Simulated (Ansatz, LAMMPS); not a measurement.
# Squeezing and shearing 71TiO2-29Al2O3 (mol %) with crystalline order left by the classical run (122 atoms): runs compared

Aim: relax 71TiO2-29Al2O3 (mol %) with crystalline order left by the classical run (122 atoms), then change its volume and shape to read moduli from the stress.

Computed with Ansatz 0.2.0: Kohn-Sham DFT, PBE, PAW (set soft_2), plane waves.

### Step 1. The cell

The cell holds 122 atoms: 24 Ti, 20 Al and 78 O. Its edges and angles: a = 11.183 Å, b = 11.183 Å, c = 11.183 Å, α = 90.0°, β = 90.0°, γ = 90.0°. 122 atoms (24 Ti, 20 Al, 78 O) placed at random at 3.34 g/cm³, melted at 4000 K for 10 ps at fixed volume with the Morse and Coulomb pair potential with partial charges (Pedone, Malavasi, Menziani, Cormack and Segre, J. Phys. Chem. B 110, 11780 (2006)). Quenched from 4000 K to 300 K at 6 K/ps and fixed volume, held 10 ps at zero pressure, then minimised at fixed cell.

Limits known from the start: The quench rate of 6 K/ps far exceeds what a furnace or splat quench reaches, so expect more defects and frozen-in strain than in a real sample. The network of bonds at the start is that of the classical potential that made the cell, and needn't be the one that DFT or experiment would give. Sampling is at Γ alone.

### Step 2. The reference run

The reference is a single point at the end of the relaxation.

Every strained cell starts from the geometry of this run, and its atoms are relaxed with the cell held.

Its input, with most atom lines left out:

```yaml
crystal:
  lattice:
    - [11.23392, 0.12603, -0.06252]
    - [0.12603, 11.05865, 0.12936]
    - [-0.06252, 0.12936, 11.28531]
  atoms:
    - { symbol: Ti, position: [0.63549, 0.60725, 0.39917] }
    - { symbol: Ti, position: [0.06933, 0.07912, 0.6124] }
    - { symbol: Ti, position: [0.70914, 0.98524, 0.49265] }
    - { symbol: Ti, position: [0.40919, 0.55253, 0.57138] }
    - { symbol: Ti, position: [0.20556, 0.9194, 0.94353] }
    - { symbol: Ti, position: [0.90923, 0.45602, 0.30394] }
    - { symbol: Ti, position: [0.63771, 0.8846, 0.2534] }
    [... atom lines 8 to 122 left out ...]
kpoints:
  mp_grid: { grid: [1, 1, 1] }
hamiltonian:
  xc: pbe
scf:
  occupations: { method: fixed }
output:
  forces: true
  stress: true
  populations: true
  dos:
    method: { smearing: { sigma: 0.08 } }
    de: 0.1
    projected: { site_lists: { Al: [Al], O: [O], Ti: [Ti] } }
  eigenvalues: true
  write_density: true
  write_potential: true
  volumetric_format: npy
  elf: true
```

```
free energy per atom   : -943.9615 eV/atom
r.m.s. force component : 0.00872 eV/Å
pressure               : -0.01015 GPa
```

Filled and empty levels are parted by 2.61 eV (at Γ alone); a semilocal functional tends to put such gaps too low. In a disordered cell it changes from sample to sample, and tail or defect levels can set it.

### Step 3. The runs

Each row is one run, on 4 threads of Intel Xeon 6975P-C (Granite Rapids), shared host. The free energy is the program's total, comparable only between runs with the same functional and atoms.

```
                                 run  atoms    outcome  relaxation steps  free energy (eV)     time  host memory (GiB)
           Single point at the start    122  converged                 -       -115158.184     13 s                2.1
              Cell and atoms relaxed    122  converged                14       -115163.309  2.6 min                2.2
Single point at the relaxed geometry    122  converged                 -       -115163.309     17 s                2.3
                         Volume -3 %    122  converged                 7       -115162.907     75 s                2.2
                         Volume +3 %    122  converged                 7       -115162.929     79 s                2.4
                         Volume -6 %    122  converged                12       -115161.893  2.1 min                2.2
                         Volume +6 %    122  converged                15       -115162.053  3.1 min                2.5
                        Volume -10 %    122  converged                28       -115160.049    5 min                2.2
            Stretched by 1 % along x    122  converged                 5       -115163.224     61 s                2.3
           Compressed by 1 % along x    122  converged                 5       -115163.230     58 s                2.3
                Sheared by 2 % in xy    122  converged                 7       -115163.211     76 s                2.3
```

In some runs the program notes that the SCF threshold is loose for the stress.

### Step 4. Pressure against volume

Atoms are relaxed at each volume, in the scaled cell.

```
volume change (%)  volume (Å³/atom)  energy change (meV/atom)  pressure (GPa)  largest move on relaxing (Å)  bonds  gap (eV)
              -10            10.340                     26.72            9.13                          1.14    244                2.38
               -6            10.799                     11.60            5.52                          0.61    235                2.63
               -3            11.144                      3.29            3.11                          0.14    228                2.67
               +0            11.488                      0.00           -0.01                             -    228                2.61
               +3            11.833                      3.11           -2.72                          0.10    227                2.60
               +6            12.178                     10.29           -3.88                          0.59    219                2.54
```

### Step 5. Uniaxial strain and shear

Stress (GPa, compression positive) less that of the relaxed cell, atoms relaxed:

```
                   strain      xx      yy      zz      xy  energy change (meV/atom)
 stretched by 1 % along x  -1.708  -0.625  -0.819   0.070                      0.70
compressed by 1 % along x   1.816   0.664   0.859  -0.058                      0.65
     sheared by 2 % in xy   0.196   0.131   0.015  -1.121                      0.80
```

### Step 6. Outcome

The bulk modulus, from the slope of pressure against ln V over the three points nearest the relaxed volume, is 97.1 GPa; between neighbouring points the slope runs 83, 76, 103, 92 and 40 GPa from the smallest volume up, not steadily, so no pressure derivative is given. The count of bonds runs from 219 to 244 over the series, so at some points contacts cross the cutoffs. At -10 %, -6 % and +6 % some atom moved by over 0.5 Å on relaxing, so those points may sit in another local minimum. The gap stays between 2.38 and 2.67 eV with no steady trend. In the Cartesian axes of the cell, finite differences give C11 = 176, C12 = 64.5, C13 = 83.9 and C66 = 56.0 GPa (the shear of 2 % is the engineering strain, εxy = 0.01). The mean of C11, C12 and C13, which equals the bulk modulus in a cubic or isotropic solid, is 108 GPa: it lies 11 % over the bulk modulus from the volumes. For an isotropic solid C66 would equal (C11 − C12)/2 = 55.9 GPa; so small a sample needn't be isotropic, and C66 rests on one shear. With the bulk modulus and C66 as K and G, Young's modulus would be about 141 GPa and Poisson's ratio 0.26.

**Limits.** Strains are finite and relaxations stop at the force tolerance of the input, which can leave moduli too stiff; they are those of a static cell at zero temperature. Volumes are changed with the cell's shape held, so in an anisotropic solid the modulus lies over the one under free hydrostatic load. The program notes that the SCF threshold of the relaxations is loose for the stress.

The DFT runs together took 19 min of wall time.

[Long decimals in the printed logs are rounded to 6 places.]

[Logs are printed without paths, hosts, clocks, repeated set-up lines and the standing remarks that a program may print on its own settings, such as how far it seeks lower states.]

[Hosts, paths, dates, database ids (printed as entryN), source tags and the programs' standing remarks are cut or masked in the printed files.]
